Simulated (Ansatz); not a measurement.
# CrCl3 monolayer in a perpendicular field, part 2 of 3

Aim: how the CrCl3 monolayer screens a field along its normal, and what the field does to its bands. A positive field points along +c.

Ansatz 0.2.0; plane-wave DFT, r2SCAN-D4, Ansatz PAW.

So far. Step 2 (Relaxing the slab): The lattice constant a goes from 5.982 to 5.982 Å.

### Step 3. Atoms held, field 0

A sawtooth potential applies the field, turning back in the middle of the vacuum. With the dipole correction the typed value is the field outside the slab. The induced dipole is small, so the SCF threshold is tight.

The cell differs from the one that the last finished run ended in (c 36.428 → 20.671 Å).

input.yaml

```yaml
crystal:
  lattice:
    - [5.9818303191, 0.0, 0.0]
    - [-2.9909151595, 5.1804170174, 0.0]
    - [0.0, 0.0, 20.6711140327]
  atoms:
    - { symbol: Cl, position: [0.6446888637, 0.0, 0.4353901771], spin: -0.01 }
    - { symbol: Cl, position: [0.0, 0.6446888637, 0.4353901771], spin: -0.01 }
    - { symbol: Cl, position: [0.3553111363, 0.3553111363, 0.4353901771], spin: -0.01 }
    - { symbol: Cr, position: [0.3333333333, 0.6666666667, 0.5], spin: 2.71 }
    - { symbol: Cr, position: [0.6666666667, 0.3333333333, 0.5], spin: 2.71 }
    - { symbol: Cl, position: [0.3553111363, 0.0, 0.5646098229], spin: -0.01 }
    - { symbol: Cl, position: [0.0, 0.3553111363, 0.5646098229], spin: -0.01 }
    - { symbol: Cl, position: [0.6446888637, 0.6446888637, 0.5646098229], spin: -0.01 }
magnetization:
  spin_polarized: true
kpoints:
  mp_grid: { grid: [12, 12, 1] }
  band_path:
    path: [[0, 0, 0], [0.5, 0, 0], [0.33333333, 0.33333333, 0], [0, 0, 0]]
    npoints: 16
hamiltonian:
  xc: r2scan
  dispersion: d4
scf:
  occupations: { method: fermi_dirac, width: 0.05 }
  convergence: { dr2_threshold: 1.0e-10 }
efield:
  axis: 3
  dipole_correction: true
  ramp_position: 0.97
  ramp_width: 0.06
  amplitude: 0
output:
  dos: { projected: true, e_range: [-6, 5] }
  bader: true
  write_potential: true
  write_density: true
  volumetric_format: npy
  elf: true
```

Started as:

```
ansatz run input.yaml --threads 4 --pin off --max-ram 12288MiB --backend cpu --events-out ev --progress --plain --runs-dir out
```

Numbers of over 12 decimals in the logs are rounded to 6 here.

What it wrote:

```text
[...]
Crystal: 8 atoms, lattice volume = 640.564 Å³
Basis set: ecut = 500 eV, 16239 PW (Γ), exchange–correlation on 180×180×640 points (64 copies of the dense FFT grid, shifted against one another)
Bands: 46, of which v1, the nominal top of the filled ones, is band 35 counted from 1 (34 counted from 0)
Symmetry: 6 space group operations
k-points: 19 of 144 (time reversal used)
[...]
Starting moments: Σ|m| = 5.48 μB on 8 of 8 sites
[...]
SCF iter   1: F=—  HF=-13274.916723 eV  |F-HF|=—  |Δ(HF+E_count)|=         —  Δρ=2.49e-2 (↑1.84e-2 ↓2.49e-2)  dr2=1.14e1  dr2_τ=9.43e-2  dr2_m=5.39e-1  M=6.000 μB ∫|m|=6.294 μB  β_m=1.00  ethr=3.10e-3  p=0.000 e·Å  D=2.93e-14 V/Å  ΔV_dip=-0.00 eV  dr2_dipole=2.74e-12  V_vac-E_F(+/−)=4.52/4.52 eV  ⟨swp⟩=11.0  Hψ=8223  notcnv=0
[...]
efield: sawtooth ramp at fractional position 0.9700 (set: `efield.ramp_position`, or a place that a band, a saddle search or an elastic batch's reference lends), width 0.0600; the density the first Hamiltonian is built on has a dipole p = 0.000 e·Å; the dipole correction subtracts the counter field D = 2.93e-14 V/Å, which shifts the + side's vacuum level by -0.00 eV against the − side's; the planar-averaged density in the ramp window peaks in size at 2.4e-7 e/Å³
[...]
SCF iter   2: F=—  HF=-13277.203564 eV  |F-HF|=—  |Δ(HF+E_count)|=    2.29e0  Δρ=9.51e-3 (↑7.87e-3 ↓9.51e-3)  dr2=1.08e0  dr2_τ=1.97e-2  dr2_m=1.52e-1  M=6.000 μB ∫|m|=6.421 μB  β_m=1.00  ethr=3.10e-3  p=0.000 e·Å  D=6.53e-7 V/Å  ΔV_dip=-0.00 eV  dr2_dipole=3.93e-12  V_vac-E_F(+/−)=5.61/5.61 eV  ⟨swp⟩=3.4  Hψ=4199  notcnv=0  defer=76  κ⁻¹=1.0e0(r=1)
[...]
SCF iter  18: F=-13279.190541 eV  HF=-13279.190541 eV  |F-HF|=9.09e-12  |Δ(HF+E_count)|=  4.55e-11  Δρ=9.60e-9 (↑9.60e-9 ↓7.39e-9)  dr2=9.04e-13  dr2_τ=2.36e-14  dr2_m=1.22e-13  M=6.000 μB ∫|m|=6.585 μB  ethr=1.00e-12  p=0.000 e·Å  D=6.92e-11 V/Å  ΔV_dip=-0.00 eV  dr2_dipole=2.93e-19  V_vac-E_F(+/−)=6.16/6.16 eV  ⟨swp⟩=13.3  Hψ=5893  notcnv=0
SCF 1 converged in 18 iterations: F = -13279.190541 eV  dr2 = 9.04e-13
[...]
this state was not tested for a lower state beside it, because the mixer in use, unlike msr1, does not test its closes by its own steps (another_mixer; see scf.mixing.algorithm and scf.lower_state_search)
NSCF: frozen V_eff on 49 k-points
efield: sawtooth ramp at fractional position 0.9700 (kept from the solve that this one continues, or follows in the run), width 0.0600; the density the first Hamiltonian is built on has a dipole p = 0.000 e·Å; the dipole correction subtracts the counter field D = 6.92e-11 V/Å, which shifts the + side's vacuum level by -0.00 eV against the − side's; the planar-averaged density in the ramp window peaks in size at 1.6e-6 e/Å³
SCF converged after 18 iterations
Magnetization: 6.0000 μB (38.0000 up, 32.0000 down)
Absolute magnetization: 6.5799 μB (∫|ρ↑−ρ↓|, with the PAW one-centre terms)
[...]
Per-site moments (μB) at R_I (Å): [(-0.011749, 0.968687), (-0.011749, 0.968687), (-0.011749, 0.968687), (2.706413, 0.968687), (2.706413, 0.968687), (-0.011749, 0.968687), (-0.011749, 0.968687), (-0.011749, 0.968687)]
Free energy (F): -13279.190541 eV
[...]
Internal energy: -13279.190541 eV  (E = F + TS)
E sigma→0 (E₀):  -13279.190541 eV
Fermi energy:    -3.128982 eV
Dipole field:    D = -0.000000 V/Å  (p = -0.000000 e·Å, saw-weighted, corrected)
Work function:   Φ+ = 6.1569 eV   Φ− = 6.1569 eV
Levels:          The Fermi level and band energies are counted from a zero that moves with the ramp; work functions are not
[...]
--- Band table (eV; the first three rows and the last of 38) ---
  k-point 0 ↑: bands = [... 31 lower, -5.4213, -5.4006, -4.8804, -4.8804, -4.8502, -4.6332, -4.6332, -1.7627, ... 7 higher]
  k-point 1 ↑: bands = [... 31 lower, -5.4459, -5.3601, -4.8915, -4.8808, -4.8286, -4.6197, -4.6055, -1.7640, ... 7 higher]
  k-point 2 ↑: bands = [... 31 lower, -5.4943, -5.2924, -4.9178, -4.8857, -4.7925, -4.5964, -4.5424, -1.7666, ... 7 higher]
  k-point 18 ↓: bands = [... 31 lower, -5.4523, -1.1894, -1.1894, -0.9557, -0.8152, -0.5910, -0.5910, -0.2803, ... 7 higher]
--- Bader charges: 8 sites ---
  site symbol  charge [e]  shift [e]    m [muB]
     0     Cl     -0.5462     0.0004     0.0341
     1     Cl     -0.5462     0.0004     0.0341
     2     Cl     -0.5462     0.0004     0.0341
     3     Cr      1.6386     0.0012     2.8977
     4     Cr      1.6386     0.0012     2.8977
     5     Cl     -0.5462     0.0004     0.0341
     6     Cl     -0.5462     0.0004     0.0341
     7     Cl     -0.5462     0.0004     0.0341
  estimated error of the sums over rays = 3.8e-4 e
```

The job ended after 1.8 min (4 threads of Intel Xeon Platinum 8488C (Sapphire Rapids), shared host; peak memory 3.3 GiB).

This step gave:

```
gap on the k-mesh                 : 2.597 eV
dipole along the normal           : -1.20e-9 e·Å
gap along the path                : 2.595 eV
ionisation energy, upper face     : 7.421 eV
electron affinity, upper face     : 4.826 eV
gap, the smaller of path and mesh : 2.595 eV
```

Running mean over a fixed 2.7 Å (it still follows the layers) of the planar mean; the ramp of the sawtooth is left out. The electron's electrostatic potential energy less the Fermi level by z:

| z (Å) | electron's electrostatic potential energy less the Fermi level (eV) |
| --- | --- |
| 3.0 | 6.16 |
| 3.5 | 6.16 |
| 4.0 | 6.16 |
| 4.5 | 6.16 |
| 5.0 | 6.16 |
| 5.5 | 6.15 |
| 6.0 | 6.14 |
| 6.5 | 6.07 |
| 7.0 | 5.62 |
| 7.5 | 3.99 |
| 8.0 | 1.73 |
| 8.5 | -0.109 |
| 9.0 | -1.89 |
| 9.5 | -3.48 |
| 10.0 | -4.29 |
| 10.5 | -4.38 |
| 11.0 | -3.86 |
| 11.5 | -2.49 |
| 12.0 | -0.704 |
| 12.5 | 1.05 |
| 13.0 | 3.21 |
| 13.5 | 5.21 |
| 14.0 | 5.99 |
| 14.5 | 6.13 |
| 15.0 | 6.15 |
| 15.5 | 6.16 |
| 16.0 | 6.16 |
| 16.5 | 6.16 |
| 17.0 | 6.16 |
| 17.5 | 6.16 |

The density of states has structure finer than the step of the table below, so its rows give means over 0.2 eV, whole bins alone (the curve runs from -6 to 3.32 eV). Peaks (eV: height): total -5.28: 22.2, -5.17: 48.3, -4.43: 40.1, -2.31: 30.1, 1.39: 31.5, 2.85: 24.0, 2.96: 28.6; up -5.17: 43.8, -4.84: 20.1, -2.11: 15.2, -1.75: 19.0, -1.48: 17.6, 1.39: 31.5, 1.53: 14.7; down -4.43: 35.9, -2.31: 28.8, 1.94: 14.5, 2.27: 19.5, 2.49: 18.9, 2.85: 24.0, 2.96: 28.6.

Table of density of states by energy, zero at the Fermi level of the run, which the smearing sets inside the gap; means over each step; values in states/eV a cell:

| energy (eV) | total | up | down |
| --- | --- | --- | --- |
| -5.8 | 4.59 | 0.690 | 3.90 |
| -5.6 | 5.91 | 4.51 | 1.39 |
| -5.4 | 3.20 | 2.60 | 0.594 |
| -5.2 | 16.9 | 12.5 | 4.42 |
| -5.0 | 12.2 | 3.95 | 8.23 |
| -4.8 | 13.5 | 8.56 | 4.89 |
| -4.6 | 10.9 | 5.35 | 5.51 |
| -4.4 | 10.9 | 3.85 | 7.04 |
| -4.2 | 7.27 | 1.82 | 5.46 |
| -4.0 | 5.87 | 3.02 | 2.85 |
| -3.8 | 8.01 | 5.96 | 2.05 |
| -3.6 | 9.05 | 3.66 | 5.39 |
| -3.4 | 9.05 | 5.11 | 3.94 |
| -3.2 | 9.41 | 4.83 | 4.57 |
| -3.0 | 10.5 | 4.73 | 5.82 |
| -2.8 | 12.8 | 6.57 | 6.25 |
| -2.6 | 9.56 | 4.16 | 5.40 |
| -2.4 | 13.4 | 6.50 | 6.86 |
| -2.2 | 10.7 | 4.27 | 6.45 |
| -2.0 | 1.06 | 1.05 | 0.00311 |
| -1.8 | 6.17 | 6.17 | 0 |
| -1.6 | 6.55 | 6.55 | 0 |
| -1.4 | 8.64 | 8.64 | 0 |
| -1.2 | 0.780 | 0.780 | 0 |
| -1.0 | 0 | 0 | 0 |
| -0.8 | 0 | 0 | 0 |
| -0.6 | 0 | 0 | 0 |
| -0.4 | 0 | 0 | 0 |
| -0.2 | 0 | 0 | 0 |
| 0.0 | 0 | 0 | 0 |
| 0.2 | 0 | 0 | 0 |
| 0.4 | 0 | 0 | 0 |
| 0.6 | 0 | 0 | 0 |
| 0.8 | 0 | 0 | 0 |
| 1.0 | 0 | 0 | 0 |
| 1.2 | 0 | 0 | 0 |
| 1.4 | 15.1 | 15.1 | 0 |
| 1.6 | 3.96 | 3.96 | 0 |
| 1.8 | 0.254 | 0 | 0.254 |
| 2.0 | 8.63 | 0 | 8.63 |
| 2.2 | 8.41 | 0 | 8.41 |
| 2.4 | 7.21 | 0 | 7.21 |
| 2.6 | 5.44 | 0 | 5.44 |
| 2.8 | 8.95 | 0 | 8.95 |
| 3.0 | 7.69 | 0 | 7.69 |
| 3.2 | 0 | 0 | 0 |

Projected DOS per atom over height of the atomic layer and energy from the Fermi level. Layers: Cl3 Cr2 Cl3 from below.

Values in states/eV, 22 rows by 3 columns, each cell a mean:
```
0.14 1.32 0.14
0.29 3.42 0.29
0.13 3.20 0.13
0.05 1.69 0.05
0.58 2.86 0.58
0.00 0.00 0.00
0.00 0.00 0.00
0.00 0.00 0.00
0.00 0.00 0.00
0.00 0.00 0.00
0.07 0.20 0.07
0.66 2.40 0.66
0.33 1.20 0.33
1.73 0.60 1.73
1.64 0.71 1.64
1.38 0.58 1.38
1.13 0.78 1.13
0.89 0.74 0.89
1.28 1.04 1.28
1.88 1.13 1.88
1.01 0.75 1.01
0.56 0.36 0.56
```
Columns: height of the atomic layer (Å) from 9 to 11.7; rows upwards: energy from the Fermi level (eV) from -5.96 to 3.31.

Projected DOS per atom, spin up over height of the atomic layer and energy from the Fermi level. Layers: Cl3 Cr2 Cl3 from below.

Ten even steps from '_' (0.00 states/eV) to '@' (2.86 states/eV), each cell a mean:
```
______
______
______
______
::@@::
______
______
______
______
______
______
::%%::
__==__
::..::
::::::
::..::
......
......
..::..
--::--
::::::
______
```
Columns: height of the atomic layer (Å) from 9 to 11.7; rows upwards: energy from the Fermi level (eV) from -5.96 to 3.31.

Projected DOS per atom, spin down over height of the atomic layer and energy from the Fermi level. Layers: Cl3 Cr2 Cl3 from below.

Ten even steps from '0' (0.00 states/eV) to '9' (3.42 states/eV), each cell a mean:
```
030
090
090
040
000
000
000
000
000
000
000
000
000
303
202
202
101
111
212
202
101
000
```
Columns: height of the atomic layer (Å) from 9 to 11.7; rows upwards: energy from the Fermi level (eV) from -5.96 to 3.31.

Deep bands are left out, so band numbers here count from the lowest band kept and differ from the log's. Electronic bands along the path, in eV, zero at the Fermi level of the run, which the smearing sets inside the gap; # counts the bands kept:

| point | up #24 | up #25 | up #26 | up #27 | down #17 | down #18 | down #19 | down #20 |
| --- | --- | --- | --- | --- | --- | --- | --- | --- |
| Γ | -1.50 | 1.37 | 1.37 | 1.56 | -2.11 | -2.11 | 2.12 | 2.12 |
| halfway | -1.35 | 1.36 | 1.39 | 1.42 | -2.32 | -2.20 | 2.01 | 2.13 |
| M | -1.26 | 1.35 | 1.40 | 1.42 | -2.32 | -2.12 | 1.88 | 1.98 |
| halfway | -1.32 | 1.35 | 1.38 | 1.42 | -2.32 | -2.22 | 1.91 | 1.96 |
| K | -1.45 | 1.35 | 1.40 | 1.40 | -2.32 | -2.32 | 1.94 | 1.94 |
| halfway | -1.36 | 1.34 | 1.40 | 1.41 | -2.32 | -2.28 | 2.02 | 2.07 |
| Γ | -1.50 | 1.37 | 1.37 | 1.56 | -2.11 | -2.11 | 2.12 | 2.12 |

Spin density in the ca plane at fractional y = 0.333, with atoms of Cl and Cr within 0.2 Å of it.

Values in e/Å³, 9 rows by 16 columns, each cell a mean:
```
0.0 0.0 0.0 0.0 0.0 0.0 0.0 0.0 0.0 0.0 0.0 0.0 0.0 0.0 0.0 0.0
0.0 0.0 0.0 0.0 0.0 0.0 0.0 0.0 0.3 0.0 0.0 0.0 0.0 0.0 0.0 0.0
0.0 0.0 0.0 0.0 0.0 0.0 0.0 0.0 1.8 1.0 0.0 0.0 0.0 0.0 0.0 0.0
0.0 0.0 0.0 0.0 0.0 0.0 0.0 0.0 1.0 0.8 0.0 0.0 0.0 0.0 0.0 0.0
0.0 0.0 0.0 0.0 0.0 0.0 0.0 0.0 0.1 0.1 0.0 0.0 0.0 0.0 0.0 0.0
0.0 0.0 0.0 0.0 0.0 0.0 0.0 0.0 0.0 0.0 0.0 0.0 0.0 0.0 0.0 0.0
0.0 0.0 0.0 0.0 0.0 0.0 0.0 0.0 0.0 0.0 0.0 0.0 0.0 0.0 0.0 0.0
0.0 0.0 0.0 0.0 0.0 0.0 0.0 0.0 0.0 0.0 0.0 0.0 0.0 0.0 0.0 0.0
0.0 0.0 0.0 0.0 0.0 0.0 0.0 0.0 0.0 0.0 0.0 0.0 0.0 0.0 0.0 0.0
```
Columns run along c (16.0 Å, from fractional 0.08 to 0.85 of the cell), rows up along a (6.0 Å). Atoms in or near the plane, at fractional coordinates: Cl at (0.44, 0.36), Cr at (0.50, 0.67), Cl at (0.56, 0.00).

Electrostatic potential energy in the ca plane at fractional y = 0.333, with atoms of Cl and Cr within 0.2 Å of it. With pseudopotentials it is smooth inside the atoms' cores, unlike the true potential.

Ten even steps from '0' (-43 eV) to '9' (3 eV), each cell a mean:
```
99999999999999999999999997200069999999999999
99999999999999999999999888521489999999999999
99999999999999999999998666777899999999999999
99999999999999999999985212589999999999999999
99999999999999999999972000379999999999999999
99999999999999999999972000279999999999999999
99999999999999999999984101589999999999999999
99999999999999999998877656889999999999999999
99999999999999999985226888999999999999999999
99999999999999999960002799999999999999999999
99999999999999999950002799999999999999999999
99999999999999999972015899999999999999999999
99999999999999999997668999999999999999999999
99999999999999999999999999876899999999999999
99999999999999999999999998511379999999999999
99999999999999999999999997100069999999999999
```
Columns run along c (16.0 Å, from fractional 0.08 to 0.85 of the cell; values clipped at the 3rd and 97th percentile), rows up along a (6.0 Å). Atoms in or near the plane, at fractional coordinates: Cl at (0.44, 0.36), Cr at (0.50, 0.67), Cl at (0.56, 0.00).

ELF in the ca plane at fractional y = 0.333, with atoms of Cl and Cr within 0.2 Å of it. It is the smooth field of the valence electrons, not physical close to the nuclei.

Values, 9 rows by 16 columns, each cell a mean:
```
0.00 0.00 0.00 0.00 0.00 0.00 0.01 0.04 0.11 0.75 0.74 0.71 0.13 0.00 0.00 0.00
0.00 0.00 0.00 0.00 0.00 0.00 0.02 0.07 0.23 0.40 0.69 0.36 0.03 0.00 0.00 0.00
0.00 0.00 0.00 0.00 0.00 0.00 0.01 0.08 0.70 0.51 0.10 0.02 0.00 0.00 0.00 0.00
0.00 0.00 0.00 0.00 0.00 0.01 0.10 0.23 0.51 0.45 0.06 0.01 0.00 0.00 0.00 0.00
0.00 0.00 0.00 0.00 0.00 0.11 0.61 0.80 0.42 0.11 0.05 0.01 0.00 0.00 0.00 0.00
0.00 0.00 0.00 0.00 0.01 0.24 0.82 0.62 0.69 0.06 0.03 0.01 0.00 0.00 0.00 0.00
0.00 0.00 0.00 0.00 0.01 0.18 0.76 0.80 0.65 0.08 0.12 0.03 0.00 0.00 0.00 0.00
0.00 0.00 0.00 0.00 0.00 0.04 0.34 0.60 0.27 0.54 0.75 0.40 0.04 0.00 0.00 0.00
0.00 0.00 0.00 0.00 0.00 0.00 0.01 0.04 0.11 0.77 0.73 0.71 0.13 0.00 0.00 0.00
```
Columns run along c (16.0 Å, from fractional 0.08 to 0.85 of the cell), rows up along a (6.0 Å). Atoms in or near the plane, at fractional coordinates: Cl at (0.44, 0.36), Cr at (0.50, 0.67), Cl at (0.56, 0.00).

The gap is 2.59 eV, with the valence edge 7.42 eV and the conduction edge 4.83 eV under the upper vacuum level.

### Step 4. Single point, field 0.1 V/Å

Edit input.yaml of step 3 so:

```diff
@@ -30,8 +30,6 @@
   dipole_correction: true
-  ramp_position: 0.97
-  ramp_width: 0.06
-  amplitude: 0
+  ramp_position: 0.9381
+  ramp_width: 0.1238
+  amplitude: 0.1
 output:
-  dos: { projected: true, e_range: [-6, 5] }
-  bader: true
   write_potential: true
@@ -39,2 +37 @@
   volumetric_format: npy
-  elf: true
```

What it wrote:

```text
[...]
Crystal: 8 atoms, lattice volume = 640.564 Å³
Basis set: ecut = 500 eV, 16239 PW (Γ), exchange–correlation on 180×180×640 points (64 copies of the dense FFT grid, shifted against one another)
Bands: 46, of which v1, the nominal top of the filled ones, is band 35 counted from 1 (34 counted from 0)
Symmetry: 6 space group operations
[...]
k-point 1 ↑: bands = [... 31 lower, -5.4462, -5.3603, -4.8919, -4.8813, -4.8286, -4.6195, -4.6054, -1.7643, ... 7 higher]
  k-point 2 ↑: bands = [... 31 lower, -5.4946, -5.2925, -4.9182, -4.8861, -4.7925, -4.5964, -4.5424, -1.7669, ... 7 higher]
  k-point 18 ↓: bands = [... 31 lower, -5.4517, -1.1896, -1.1896, -0.9559, -0.8154, -0.5912, -0.5912, -0.2806, ... 7 higher]
[key lines of the parts left out:]
SCF converged after 18 iterations
Magnetization: 6.0000 μB (38.0000 up, 32.0000 down)
Free energy (F): -13279.193957 eV
Fermi energy:    -3.129093 eV
Dipole field:    D = 0.019300 V/Å  (p = 0.068323 e·Å, saw-weighted, corrected)
```

The job ended after 96 s (4 threads; peak memory 3.3 GiB; 6.3 min of CPU time).

The dipole is 0.0683 e·Å, and the gap 2.594 eV.

### Step 5. Atoms held, field -0.1 V/Å

Edit input.yaml of step 4 so:

```diff
@@ -32,3 +32,3 @@
   ramp_width: 0.1238
-  amplitude: 0.1
+  amplitude: -0.1
 output:
```

What it wrote:

```text
[...]
Crystal: 8 atoms, lattice volume = 640.564 Å³
Basis set: ecut = 500 eV, 16239 PW (Γ), exchange–correlation on 180×180×640 points (64 copies of the dense FFT grid, shifted against one another)
Bands: 46, of which v1, the nominal top of the filled ones, is band 35 counted from 1 (34 counted from 0)
Symmetry: 6 space group operations
[...]
k-point 1 ↑: bands = [... 31 lower, -5.4462, -5.3603, -4.8919, -4.8813, -4.8286, -4.6195, -4.6054, -1.7643, ... 7 higher]
  k-point 2 ↑: bands = [... 31 lower, -5.4946, -5.2925, -4.9182, -4.8861, -4.7925, -4.5964, -4.5424, -1.7669, ... 7 higher]
  k-point 18 ↓: bands = [... 31 lower, -5.4517, -1.1896, -1.1896, -0.9559, -0.8154, -0.5912, -0.5912, -0.2806, ... 7 higher]
[key lines of the parts left out:]
SCF converged after 18 iterations
Magnetization: 6.0000 μB (38.0000 up, 32.0000 down)
Free energy (F): -13279.193957 eV
Fermi energy:    -3.129093 eV
Dipole field:    D = -0.019300 V/Å  (p = -0.068323 e·Å, saw-weighted, corrected)
```

Run time: 92 s. Hardware: 4 threads; peak memory 3.3 GiB.

The dipole is -0.0683 e·Å, and the gap 2.594 eV.

### Step 6. Single point, field 0.5 V/Å

Edit input.yaml of step 5 so:

```diff
@@ -30,5 +30,5 @@
   dipole_correction: true
-  ramp_position: 0.9381
-  ramp_width: 0.1238
-  amplitude: -0.1
+  ramp_position: 0.8591
+  ramp_width: 0.2819
+  amplitude: 0.5
 output:
```

What it wrote:

```text
[...]
Crystal: 8 atoms, lattice volume = 640.564 Å³
Basis set: ecut = 500 eV, 16239 PW (Γ), exchange–correlation on 180×180×640 points (64 copies of the dense FFT grid, shifted against one another)
Bands: 46, of which v1, the nominal top of the filled ones, is band 35 counted from 1 (34 counted from 0)
Symmetry: 6 space group operations
[...]
k-point 1 ↑: bands = [... 31 lower, -5.4527, -5.3649, -4.9018, -4.8913, -4.8297, -4.6170, -4.6030, -1.7702, ... 7 higher]
  k-point 2 ↑: bands = [... 31 lower, -5.5008, -5.2969, -4.9267, -4.8946, -4.7938, -4.5951, -4.5417, -1.7729, ... 7 higher]
  k-point 18 ↓: bands = [... 31 lower, -5.4380, -1.1953, -1.1953, -0.9619, -0.8209, -0.5972, -0.5972, -0.2872, ... 7 higher]
[key lines of the parts left out:]
SCF converged after 18 iterations
Magnetization: 6.0000 μB (38.0000 up, 32.0000 down)
Free energy (F): -13279.275968 eV
Fermi energy:    -3.132242 eV
Dipole field:    D = 0.096556 V/Å  (p = 0.341807 e·Å, saw-weighted, corrected)
```

Elapsed: 99 s, on 4 threads; peak memory 3.3 GiB; 6.4 min of CPU time.

The dipole is 0.342 e·Å, and the gap 2.589 eV.

### Step 7. Atoms held, field -0.3 V/Å

Edit input.yaml of step 6 so:

```diff
@@ -30,6 +30,8 @@
   dipole_correction: true
-  ramp_position: 0.8591
-  ramp_width: 0.2819
-  amplitude: 0.5
+  ramp_position: 0.9346
+  ramp_width: 0.1308
+  amplitude: -0.3
 output:
+  dos: { projected: true, e_range: [-6, 5] }
+  bader: true
   write_potential: true
@@ -37 +39,2 @@
   volumetric_format: npy
+  elf: true
```

What it wrote:

```text
[...]
Crystal: 8 atoms, lattice volume = 640.564 Å³
Basis set: ecut = 500 eV, 16239 PW (Γ), exchange–correlation on 180×180×640 points (64 copies of the dense FFT grid, shifted against one another)
Bands: 46, of which v1, the nominal top of the filled ones, is band 35 counted from 1 (34 counted from 0)
Symmetry: 6 space group operations
[...]
0     Cl     -0.5347     0.0004     0.0325
     1     Cl     -0.5347     0.0004     0.0325
     2     Cl     -0.5347     0.0004     0.0325
     3     Cr      1.6385     0.0012     2.8977
     4     Cr      1.6384     0.0012     2.8978
     5     Cl     -0.5576     0.0004     0.0356
     6     Cl     -0.5576     0.0004     0.0356
     7     Cl     -0.5576     0.0004     0.0356
  estimated error of the sums over rays = 4.0e-4 e
[key lines of the parts left out:]
SCF converged after 18 iterations
Magnetization: 6.0000 μB (38.0000 up, 32.0000 down)
Free energy (F): -13279.221289 eV
Fermi energy:    -3.129990 eV
Dipole field:    D = -0.057912 V/Å  (p = -0.205006 e·Å, saw-weighted, corrected)
```

Wall time 1.8 min (4 threads); peak memory 3.3 GiB; 6.9 min of CPU time.

The dipole is -0.205 e·Å, and the gap 2.593 eV.

(Continued in part 3 of 3.)

[Logs are printed without paths, hosts, clocks, repeated set-up lines and the standing remarks that a program may print on its own settings, such as how far it seeks lower states.]

[Hosts, paths, dates, database ids (printed as entryN), source tags and the programs' standing remarks are cut or masked in the printed files.]

[Maps of the electrostatic potential energy from Ansatz leave out the sawtooth potential of an applied field or a dipole correction, so their vacuum need not be flat; planar profiles and work functions include it.]
